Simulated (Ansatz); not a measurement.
**TlHS, from a guessed structure to a relaxed one**

Starting from a made-up structure for TlHS, the aim is the relaxed cell, its shortest contacts and, where a second run follows, its electronic structure.

Calculated with Ansatz 0.2.0; DFT, PBEsol, plane-wave PAW, files of the set soft_1, scalar-relativistic, no spin, cell and ions relaxed at zero pressure; PAW set soft_1, in the first sound run; inputs show where later runs differ.

### 1. Starting point

Symmetry: Ama2, No. 40, orthorhombic system. The conventional cell has a = 7.097 Å, b = 6.566 Å, c = 6.191 Å, α = 90.00°, β = 90.00°, γ = 90.00°. Nearest to Tl lie 4 S at 2.80 to 2.96 Å. Nearest to S lie 2 H at 1.54 to 2.97 Å and 4 Tl at 2.80 to 2.96 Å. Nearest to H lie 1 S at 1.54 Å. Farther neighbours and most contacts between anions are not listed.

### 2. Relaxing cell and atoms

The guessed cell has no reason to be at equilibrium. It is relaxed with the atoms, within the space group of the guess.

input.yaml

```yaml
crystal:
  lattice:
    - [7.097, 0.0, 0.0]
    - [0.0, 3.283, 3.0955]
    - [0.0, -3.283, 3.0955]
  atoms:
    - { symbol: Tl, position: [0.0, 0.5098, 0.5098] }
    - { symbol: Tl, position: [0.5, 0.5098, 0.5098] }
    - { symbol: S, position: [0.25, 0.4684, 0.9846] }
    - { symbol: S, position: [0.75, 0.9846, 0.4684] }
    - { symbol: H, position: [0.75, 0.9641, 0.1255] }
    - { symbol: H, position: [0.25, 0.1255, 0.9641] }
kpoints:
  mp_grid: { grid: [4, 6, 6] }
scf:
  occupations: { method: fermi_dirac, width: 0.05 }
hamiltonian:
  xc: pbesol
  pseudopotentials: { kind: paw, azcp: { folder: soft_1 }, xc_functional: pbe }
relax:
  f_tol: 0.015
  max_steps: 70
  cell: {}
output:
  forces: true
  stress: true
```

Command:

```bash
ansatz run input.yaml --threads 4 --pin off --max-ram 10240MiB --backend cpu --events-out ev --progress --plain --runs-dir out
```

Numbers of over 12 decimals in the logs are rounded to 6 here.

Log:

```text
Engine: ansatz 0.2.0, x86_64-unknown-linux-gnu
Pseudopotentials: kind: paw
Pseudopotential: Tl, paw, valence charge 13, recommended cutoff 420 eV (normal), soft_1/Tl.paw.azcp
Pseudopotential: S, paw, valence charge 6, recommended cutoff 420 eV (normal), soft_1/S.paw.azcp
Pseudopotential: H, paw, valence charge 1, recommended cutoff 420 eV (normal), soft_1/H.paw.azcp
Functional definition: PBEsol
  exchange = pbesol_x
  correlation = pbesol_c
Crystal: 6 atoms, lattice volume = 144.247 Å³
Basis set: ecut = 420 eV, 2823 PW (Γ), exchange–correlation on 96×64×64 points (8 copies of the dense FFT grid, shifted against one another)
Bands: 26, of which v1, the nominal top of the filled ones, is band 20 counted from 1 (19 counted from 0)
Symmetry: 4 space group operations
Space group: Ama2 (ITA 40), of the structure as read, at distance tolerance 5.2e-5 Å
k-points: 39 of 144 (time reversal used)
Non-local potential: Tl, projectors of the file, l = 0: 2, l = 1: 2, l = 2: 2, l = 3: 1
Non-local potential: S, projectors of the file, l = 0: 2, l = 1: 2, l = 2: 1
Non-local potential: H, projectors of the file, l = 0: 2, l = 1: 1
PAW form: soft (Blöchl's): semilocal exchange-correlation on the pseudo side does not see the compensation charge
PAW frozen core: Tl, regenerated for the run's functional, and the local potential with it (the file was generated under x = pbe(κ = 0.804, μ = 0.219515), c = pbe(β = 0.066725))
PAW frozen core: S, regenerated for the run's functional, and the local potential with it (the file was generated under x = pbe(κ = 0.804, μ = 0.219515), c = pbe(β = 0.066725))
PAW one-centre angular grid: Tl, 590 points (default); XC on 64 Gauss nodes
PAW one-centre angular grid: S, 110 points (default); XC on 64 Gauss nodes
PAW one-centre angular grid: H, 110 points (default); XC on 64 Gauss nodes
Initial density: superposition of atomic densities (chi_scale 0.1, normalization cell, long waves kept (reshape's long-wave potential 0.01 eV rms))
Initial wavefunctions: pseudopotential atomic-orbital guess
Functional: x = pbesol(κ = 0.804, μ = 0.123457), c = pbesol(β = 0.046)
SCF iter   1: F=—  HF=-24396.709098 eV  |F-HF|=—  |Δ(HF+E_count)|=         —  Δρ=2.65e-2  dr2=1.59e0  ethr=3.10e-3  ⟨swp⟩=7.0  Hψ=5051  notcnv=0
preconditioner: auto → Kerker (q_TF=auto, 2.203 Å⁻¹)  [metal: Δε(μ)=0.083 eV  Ē_g=11.881 eV  σ=0.050 eV  W_gap=0.38  n_scr=24 (ndim 8)  ℏωp=19.6 eV  f_vac=0.011  D(μ)=0.37/eV (n_scr^D=0)]
SCF iter   2: F=—  HF=-24396.378876 eV  |F-HF|=—  |Δ(HF+E_count)|=   3.30e-1  Δρ=1.63e-2  dr2=7.76e-1  ethr=3.10e-3  ⟨swp⟩=1.4  Hψ=1351  notcnv=0  defer=2
SCF iter   3: F=—  HF=-24396.106686 eV  |F-HF|=—  |Δ(HF+E_count)|=   2.72e-1  Δρ=4.29e-3  dr2=8.60e-2  ethr=1.94e-3  ⟨swp⟩=3.2  Hψ=1915  notcnv=0  defer=17
SCF iter   4: F=—  HF=-24396.103741 eV  |F-HF|=—  |Δ(HF+E_count)|=   2.94e-3  Δρ=1.80e-3  dr2=8.17e-3  ethr=2.15e-4  ⟨swp⟩=2.3  Hψ=1801  notcnv=0  defer=23
SCF iter   5: F=—  HF=-24396.112714 eV  |F-HF|=—  |Δ(HF+E_count)|=   8.97e-3  Δρ=4.97e-4  dr2=6.25e-4  ethr=2.04e-5  ⟨swp⟩=2.2  Hψ=1587  notcnv=0  defer=23
SCF iter   6: F=—  HF=-24396.114029 eV  |F-HF|=—  |Δ(HF+E_count)|=   1.31e-3  Δρ=1.65e-4  dr2=5.97e-5  ethr=1.56e-6  ⟨swp⟩=2.0  Hψ=1808  notcnv=0  defer=23
SCF iter   7: F=—  HF=-24396.114230 eV  |F-HF|=—  |Δ(HF+E_count)|=   2.02e-4  Δρ=5.53e-5  dr2=8.76e-6  ethr=1.49e-7  ⟨swp⟩=2.2  Hψ=1802  notcnv=0  defer=23
SCF iter   8: F=—  HF=-24396.114249 eV  |F-HF|=—  |Δ(HF+E_count)|=   1.84e-5  Δρ=1.93e-5  dr2=1.05e-6  ethr=2.19e-8  ⟨swp⟩=2.0  Hψ=1737  notcnv=0  defer=23
SCF iter   9: F=-24396.114252 eV  HF=-24396.114251 eV  |F-HF|=2.41e-7  |Δ(HF+E_count)|=   2.67e-6  Δρ=5.49e-6  dr2=9.23e-8  ethr=2.50e-10  ⟨swp⟩=4.0  Hψ=4738  notcnv=0
SCF 1 converged in 9 iterations: F = -24396.114252 eV  dr2 = 9.23e-8
  greatest PAW one-centre occupation: 0.964 electrons in one spin orbital (limit 2), on the Tl atom at site 1 (counted from 0), in its partial waves of l = 2
relax step   1: F+E_penalty+E_count = -24396.11425174 eV  Δ(F+E_penalty+E_count) = +0.000e0 eV  max|allowed force component| = 2.469e0 eV/Å  Δτ_max = 0.0000 Å  P = +2.028 GPa  Ω = 144.247 Å³  (9 SCF iters, dr2 threshold 1.00e-7 eV, accepted)
Crystal: 6 atoms, lattice volume = 160.254 Å³
Basis set: ecut = 420 eV, 3125 PW (Γ), exchange–correlation on 96×64×64 points (8 copies of the dense FFT grid, shifted against one another)
Initial density: handed on by an earlier stage of this run
Initial wavefunctions: those handed on with the density
iter 1 solved again at ethr=3.78e-4 eV; its pass at ethr=3.10e-3 eV (dr2=1.51e-1 eV) is discarded
SCF iter   1: F=—  HF=-24397.195622 eV  |F-HF|=—  |Δ(HF+E_count)|=         —  Δρ=8.64e-3  dr2=1.53e-1  ethr=3.78e-4  ⟨swp⟩=1.1  Hψ=6733  notcnv=0
preconditioner: auto → Resta (q_TF=auto, 2.165 Å⁻¹)  ε∞=3.7  [insulator: Δε(μ)=0.462 eV  Ē_g=11.373 eV  σ=0.050 eV  W_gap=0.98  n_scr=36 (ndim 8)  ℏωp=18.6 eV  f_vac=0.181  D(μ)=0.01/eV (n_scr^D=0)  ε∞_Penn≈3.7]
SCF iter   2: F=—  HF=-24397.157326 eV  |F-HF|=—  |Δ(HF+E_count)|=   3.83e-2  Δρ=3.77e-3  dr2=2.35e-2  ethr=3.78e-4  ⟨swp⟩=2.3  Hψ=1495  notcnv=0
SCF iter   3: F=—  HF=-24397.153309 eV  |F-HF|=—  |Δ(HF+E_count)|=   4.02e-3  Δρ=9.40e-4  dr2=2.23e-3  ethr=5.88e-5  ⟨swp⟩=2.0  Hψ=1511  notcnv=0  defer=1
SCF iter   4: F=—  HF=-24397.153653 eV  |F-HF|=—  |Δ(HF+E_count)|=   3.44e-4  Δρ=2.57e-4  dr2=2.65e-4  ethr=5.58e-6  ⟨swp⟩=2.3  Hψ=1749  notcnv=0  defer=1
SCF iter   5: F=—  HF=-24397.153896 eV  |F-HF|=—  |Δ(HF+E_count)|=   2.43e-4  Δρ=8.33e-5  dr2=2.05e-5  ethr=6.63e-7  ⟨swp⟩=2.0  Hψ=1592  notcnv=0  defer=1
SCF iter   6: F=—  HF=-24397.153936 eV  |F-HF|=—  |Δ(HF+E_count)|=   3.98e-5  Δρ=1.86e-5  dr2=8.12e-7  ethr=5.12e-8  ⟨swp⟩=2.3  Hψ=1737  notcnv=0  defer=1
SCF iter   7: F=-24397.153938 eV  HF=-24397.153938 eV  |F-HF|=1.65e-7  |Δ(HF+E_count)|=   1.92e-6  Δρ=6.96e-6  dr2=1.13e-7  ethr=1.50e-9  ⟨swp⟩=5.1  Hψ=3786  notcnv=0
SCF 2 converged in 7 iterations: F = -24397.153938 eV  dr2 = 1.13e-7
relax step   2: F+E_penalty+E_count = -24397.15393828 eV  Δ(F+E_penalty+E_count) = -1.040e0 eV  max|allowed force component| = 8.418e-1 eV/Å  Δτ_max = 0.1068 Å  P = +1.120 GPa  Ω = 160.254 Å³  energy of the carried Pulay correction = -2.537e-3 eV  (7 SCF iters, dr2 threshold 6.00e-7 eV, accepted)
Crystal: 6 atoms, lattice volume = 176.081 Å³
Basis set: ecut = 420 eV, 3421 PW (Γ), exchange–correlation on 96×64×64 points (8 copies of the dense FFT grid, shifted against one another)
iter 1 solved again at ethr=3.43e-4 eV; its pass at ethr=3.10e-3 eV (dr2=1.37e-1 eV) is discarded
[...]
relax step  14: F+E_penalty+E_count = -24397.58280143 eV  Δ(F+E_penalty+E_count) = -1.116e-2 eV  max|allowed force component| = 5.160e-1 eV/Å  Δτ_max = 0.1344 Å  P = +0.612 GPa  Ω = 120.279 Å³  energy of the carried Pulay correction = +4.374e-3 eV  (6 SCF iters, dr2 threshold 6.00e-7 eV, accepted)
relax step  15: F+E_penalty+E_count = -24397.62169141 eV  Δ(F+E_penalty+E_count) = -3.889e-2 eV  max|allowed force component| = 2.328e-1 eV/Å  Δτ_max = 0.0900 Å  P = -0.152 GPa  Ω = 123.662 Å³  energy of the carried Pulay correction = +3.709e-3 eV  (6 SCF iters, dr2 threshold 6.00e-7 eV, accepted)
relax step  16: F+E_penalty+E_count = -24397.62451260 eV  Δ(F+E_penalty+E_count) = -2.821e-3 eV  max|allowed force component| = 3.826e-2 eV/Å  Δτ_max = 0.0466 Å  P = +0.022 GPa  Ω = 124.456 Å³  energy of the carried Pulay correction = +3.555e-3 eV  (5 SCF iters, dr2 threshold 6.00e-7 eV, accepted)
relax step  17: F+E_penalty+E_count = -24397.62748494 eV  Δ(F+E_penalty+E_count) = -2.972e-3 eV  max|allowed force component| = 2.115e-1 eV/Å  Δτ_max = 0.0557 Å  P = -0.356 GPa  Ω = 124.986 Å³  energy of the carried Pulay correction = +3.453e-3 eV  (6 SCF iters, dr2 threshold 4.52e-7 eV, accepted)
relax step  18: F+E_penalty+E_count = -24397.63870812 eV  Δ(F+E_penalty+E_count) = -1.122e-2 eV  max|allowed force component| = 1.388e-2 eV/Å  Δτ_max = 0.0986 Å  P = +0.028 GPa  Ω = 123.924 Å³  energy of the carried Pulay correction = +3.658e-3 eV  (5 SCF iters, dr2 threshold 6.00e-7 eV, accepted)
relax step  19: F+E_penalty+E_count = -24397.63944201 eV  Δ(F+E_penalty+E_count) = -7.339e-4 eV  max|allowed force component| = 3.900e-3 eV/Å  Δτ_max = 0.0373 Å  P = -0.027 GPa  Ω = 124.277 Å³  energy of the carried Pulay correction = +3.589e-3 eV  (6 SCF iters, dr2 threshold 1.51e-8 eV, accepted)
relax step  20: F+E_penalty+E_count = -24397.63954680 eV  Δ(F+E_penalty+E_count) = -1.048e-4 eV  max|allowed force component| = 4.934e-2 eV/Å  Δτ_max = 0.0261 Å  P = -0.037 GPa  Ω = 124.096 Å³  energy of the carried Pulay correction = +3.625e-3 eV  (6 SCF iters, dr2 threshold 2.14e-8 eV, accepted)
relax step  21: F+E_penalty+E_count = -24397.63970549 eV  Δ(F+E_penalty+E_count) = -1.587e-4 eV  max|allowed force component| = 1.403e-3 eV/Å  Δτ_max = 0.0056 Å  P = -0.002 GPa  Ω = 124.228 Å³  energy of the carried Pulay correction = +3.599e-3 eV  (4 SCF iters, dr2 threshold 1.52e-7 eV, accepted)
relax step  22: F+E_penalty+E_count = -24397.64830124 eV  Δ(F+E_penalty+E_count) = -8.596e-3 eV  max|allowed force component| = 1.526e-3 eV/Å  Δτ_max = 0.0000 Å  P = +0.078 GPa  Ω = 124.228 Å³  stress off target by 2.57e-1 GPa  SCF on the basis re-selected at this cell (its energy is not comparable with the rows above)  (7 SCF iters)
relax step  23: F+E_penalty+E_count = -24397.64956001 eV  Δ(F+E_penalty+E_count) = -1.259e-3 eV  max|allowed force component| = 1.741e-3 eV/Å  Δτ_max = 0.0028 Å  P = +0.018 GPa  Ω = 124.239 Å³  energy of the carried Pulay correction = -2.210e-5 eV  (4 SCF iters, dr2 threshold 1.66e-7 eV, accepted)
relax step  24: F+E_penalty+E_count = -24397.64964615 eV  Δ(F+E_penalty+E_count) = -8.614e-5 eV  max|allowed force component| = 4.892e-4 eV/Å  Δτ_max = 0.0010 Å  P = -0.003 GPa  Ω = 124.236 Å³  energy of the carried Pulay correction = -2.925e-5 eV  (4 SCF iters, dr2 threshold 1.13e-8 eV, accepted)
iter 1 solved again at ethr=1.11e-6 eV; its pass at ethr=3.10e-3 eV (dr2=4.42e-4 eV) is discarded
SCF iter   1: F=—  HF=-24397.649636 eV  |F-HF|=—  |Δ(HF+E_count)|=         —  Δρ=7.53e-5  dr2=2.11e-7  ethr=1.11e-6  ⟨swp⟩=3.2  Hψ=8133  notcnv=0
eigensolver tolerance schedule: the retry pair's looser diagonalisation over-reported the residual by 2091.38 of it (diagonalisation noise at 2.94 of the residual, at the tolerance the schedule requests for it); recorded, not acted on — ethr = c·dr2/N_el stays at c = 1.0e-1
preconditioner: auto → Resta (q_TF=auto, 2.259 Å⁻¹)  ε∞=4.3  [insulator: Δε(μ)=0.354 eV  Ē_g=11.580 eV  σ=0.050 eV  W_gap=0.94  n_scr=32 (ndim 8)  ℏωp=21.1 eV  f_vac=0.000  D(μ)=0.02/eV (n_scr^D=0)  ε∞_Penn≈4.3]
SCF iter   2: F=—  HF=-24397.649688 eV  |F-HF|=—  |Δ(HF+E_count)|=   5.17e-5  Δρ=3.82e-5  dr2=5.88e-8  ethr=5.29e-10  ⟨swp⟩=3.7  Hψ=2098  notcnv=0
SCF iter   3: F=—  HF=-24397.649700 eV  |F-HF|=—  |Δ(HF+E_count)|=   1.22e-5  Δρ=8.10e-6  dr2=4.90e-9  ethr=1.47e-10  ⟨swp⟩=2.0  Hψ=1794  notcnv=0
SCF iter   4: F=—  HF=-24397.649701 eV  |F-HF|=—  |Δ(HF+E_count)|=   5.59e-7  Δρ=6.91e-7  dr2=6.32e-10  ethr=1.23e-11  ⟨swp⟩=2.0  Hψ=1793  notcnv=0
SCF iter   5: F=—  HF=-24397.649701 eV  |F-HF|=—  |Δ(HF+E_count)|=  1.46e-10  Δρ=2.93e-7  dr2=1.07e-10  ethr=1.58e-12  ⟨swp⟩=2.2  Hψ=1543  notcnv=0
SCF iter   6: F=-24397.649701 eV  HF=-24397.649701 eV  |F-HF|=0.00e0  |Δ(HF+E_count)|=  1.09e-10  Δρ=4.17e-8  dr2=2.51e-12  ethr=1.00e-12  ⟨swp⟩=5.0  Hψ=3840  notcnv=0
SCF 25 converged in 6 iterations: F = -24397.649701 eV  dr2 = 2.51e-12
relax step  25: F+E_penalty+E_count = -24397.64970060 eV  Δ(F+E_penalty+E_count) = -5.445e-5 eV  max|allowed force component| = 4.954e-4 eV/Å  Δτ_max = 0.0000 Å  P = -0.003 GPa  Ω = 124.236 Å³  stress off target by 5.47e-3 GPa  SCF on the basis re-selected at this cell (its energy is not comparable with the rows above)  (6 SCF iters)
basis re-selected at this cell: Δ(F+E_penalty+E_count) = -5.445e-5 eV, ΔP = +0.000 GPa vs the last step (what re-selecting the basis moved, of the pressure what is left beyond the Pulay correction that the steps carried, after the strain that the cell walked since its last selection, with what the two solves' SCF thresholds leave and, on support functions, any second-order correction that the steps lacked; it is no m [...]
SCF converged after 6 iterations
Free energy (F): -24397.649701 eV
Harris-Foulkes:  -24397.649701 eV  (|F-HF|=0.00e0)
Internal energy: -24397.649481 eV  (E = F + TS)
E sigma→0 (E₀):  -24397.649591 eV
Entropy (-TS):   -0.000219 eV (-0.037 meV/atom)
Fermi energy:    6.507027 eV
--- Per-component energies (eV) ---
  E_band       = -87.706057
  E_kinetic    = 766.144983
  E_local      = -2247.180595  (includes V_loc(G=0)·N_el)
  E_nonlocal   = 706.391644
  E_hartree    = 809.593535
  E_xc         = -562.771241
  E_vxc        = -434.424021  (∫ρ·V_xc dr)
  E_paw        = -21258.162955  (= ΣΔE_a)
  E_vpaw       = -497.823287  (= ΣTr[D̂ρ^β])
  E_aug_tail   = -0.001875  (compensation charges beyond the density's cutoff)
  E_ewald      = -2611.863541
  E_core_change = 0.200564  (= ΣΔE_core)
  E_smearing   = -0.000219  (= −TS)
  E_closure    = -0.000000  (closes the sum)
  Σ components = -24397.649701   (vs F -24397.649701, Δ=0.00e0)
--- Forces (eV/Å), atoms counted from 1 ---
  atom   1  Tl    -0.00000000     0.00000000    -0.00003758
  atom   2  Tl    -0.00000000     0.00000000    -0.00003758
  atom   3  S     -0.00000000    -0.00049538     0.00004563
  atom   4  S      0.00000000     0.00049538     0.00004563
  atom   5  H      0.00000000    -0.00030439    -0.00000803
  atom   6  H     -0.00000000     0.00030439    -0.00000803
  max |Σ_I F_I| component: 4.64e-8 eV/Å
--- Stress (GPa, compression-positive) ---
       -0.000160       0.000000      -0.000000
        0.000000      -0.002488       0.000000
       -0.000000       0.000000      -0.005471
  P = ⅓ Tr σ = -0.0027 GPa (-0.027 kbar)
--- Relaxed structure (23 steps of the walk, 23 accepted, 2 SCFs on fresh bases) ---
  F+E_penalty+E_count = -24397.64970060 eV   max|allowed force component| = 4.954e-4 eV/Å   (the final SCF, on the basis selected at the relaxed cell)
  cell:  # Å, volume = 124.2360 Å³
    - [8.529522, 0, 0]
    - [0, 3.165223, 2.300852]
    - [0, -3.165223, 2.300852]
  atoms:
    - { symbol: Tl, position: [0, 0.593716, 0.593716] }
    - { symbol: Tl, position: [0.5, 0.593716, 0.593716] }
    - { symbol: S, position: [0.25, 0.212875, 0.974472] }
    - { symbol: S, position: [0.75, 0.974472, 0.212875] }
    - { symbol: H, position: [0.75, 1.190389, -0.00296802] }
    - { symbol: H, position: [0.25, -0.00296802, 1.190389] }
```

The job ended after 51 s (4 threads of AMD EPYC 7B13 (Zen 3), shared host; peak memory 0.53 GiB).

Relaxation path (22 of 25):

```csv
step,energy less that of the first step (eV),largest force component (eV/Å),pressure (GPa),volume (Å³)
1,0.0000,2.4688,2.03,144.25
2,-1.0397,0.8417,1.12,160.25
3,-1.1086,1.4251,1.55,176.08
4,-1.1839,0.1647,-0.81,191.22
6,-1.2323,0.0339,0.00,176.96
7,-1.2613,0.0749,-0.26,171.54
8,-1.3005,0.0903,-0.56,164.76
9,-1.3445,0.1648,-0.80,155.61
10,-1.3885,0.1975,0.11,143.02
11,-1.4063,0.3298,0.01,134.66
12,-1.4246,0.5891,-1.01,137.76
14,-1.4685,0.5160,0.61,120.28
15,-1.5074,0.2328,-0.15,123.66
16,-1.5103,0.0383,0.02,124.46
17,-1.5132,0.2115,-0.36,124.99
18,-1.5245,0.0139,0.03,123.92
19,-1.5252,0.0039,-0.03,124.28
20,-1.5253,0.0493,-0.04,124.10
22*,-1.5340,0.0015,0.08,124.23
23,-1.5353,0.0017,0.02,124.24
24,-1.5354,0.0005,0.00,124.24
25*,-1.5354,0.0005,0.00,124.24
```

Relaxation steps marked * repeat the geometry before them on a plane-wave basis chosen anew for their cell, so energy and pressure can jump there. Other such steps can lie between the rows shown.

The run keeps the 4 symmetry operations that it works with, so distortions that break them were not tested.

| cell as run | before | after | change |
| --- | --- | --- | --- |
| a (Å) | 7.097 | 8.530 | +20.2 % |
| b (Å) | 4.512 | 3.913 | -13.3 % |
| c (Å) | 4.512 | 3.913 | -13.3 % |
| α (°) | 93.37 | 107.97 | +15.6 % |
| volume (Å³/atom) | 24.04 | 20.71 | -13.9 % |

The atoms that moved most (Å, as changes of fractional coordinates times the final cell):

| atom | dx | dy | dz | length |
| --- | --- | --- | --- | --- |
| H6 | 0.000 | -1.123 | 0.225 | 1.145 |
| H5 | 0.000 | 1.123 | 0.225 | 1.145 |
| S4 | 0.000 | 0.777 | -0.611 | 0.988 |
| S3 | 0.000 | -0.777 | -0.611 | 0.988 |
| Tl1 | 0.000 | 0.000 | 0.386 | 0.386 |
| Tl2 | 0.000 | 0.000 | 0.386 | 0.386 |

The relaxed structure:

```xyz
6
Lattice="8.5295 0.0000 0.0000 0.0000 3.1652 2.3009 0.0000 -3.1652 2.3009" Properties=species:S:1:pos:R:3 pbc="T T T"
Tl    0.0000    0.0000    2.7321
Tl    4.2648    0.0000    2.7321
S     2.1324   -2.4106    2.7319
S     6.3971    2.4106    2.7319
H     6.3971    3.7772    2.7321
H     2.1324   -3.7772    2.7321
```

This step gave:

| Item | Value |
| --- | --- |
| free energy | -24397.6497 eV |
| energy at zero smearing | -24397.6496 eV |
| Fermi energy | 6.507 eV |
| gap by band count | 0.3541 eV |
| electrons | 40 |
| symmetry operations | 4 |
| pressure | -0.002706 GPa |

The shortest distance of each pair, which need not be the same contact before and after:

| pair | guess (Å) | relaxed (Å) |
| --- | --- | --- |
| H–S | 1.545 | 1.367 |
| H–Tl | 3.282 | 3.196 |
| S–Tl | 2.796 | 3.218 |
| Tl–Tl | 3.549 | 3.913 |
| S–S | 4.512 | 3.913 |

The relaxation ends with a largest force component of 4.9e-4 eV/Å and a pressure of 0.00 GPa.

[end of part 1 of 2]

[Logs are printed without paths, hosts, clocks, repeated set-up lines and the standing remarks that a program may print on its own settings, such as how far it seeks lower states.]

[Hosts, paths, dates, database ids (printed as entryN), source tags and the programs' standing remarks are cut or masked in the printed files.]
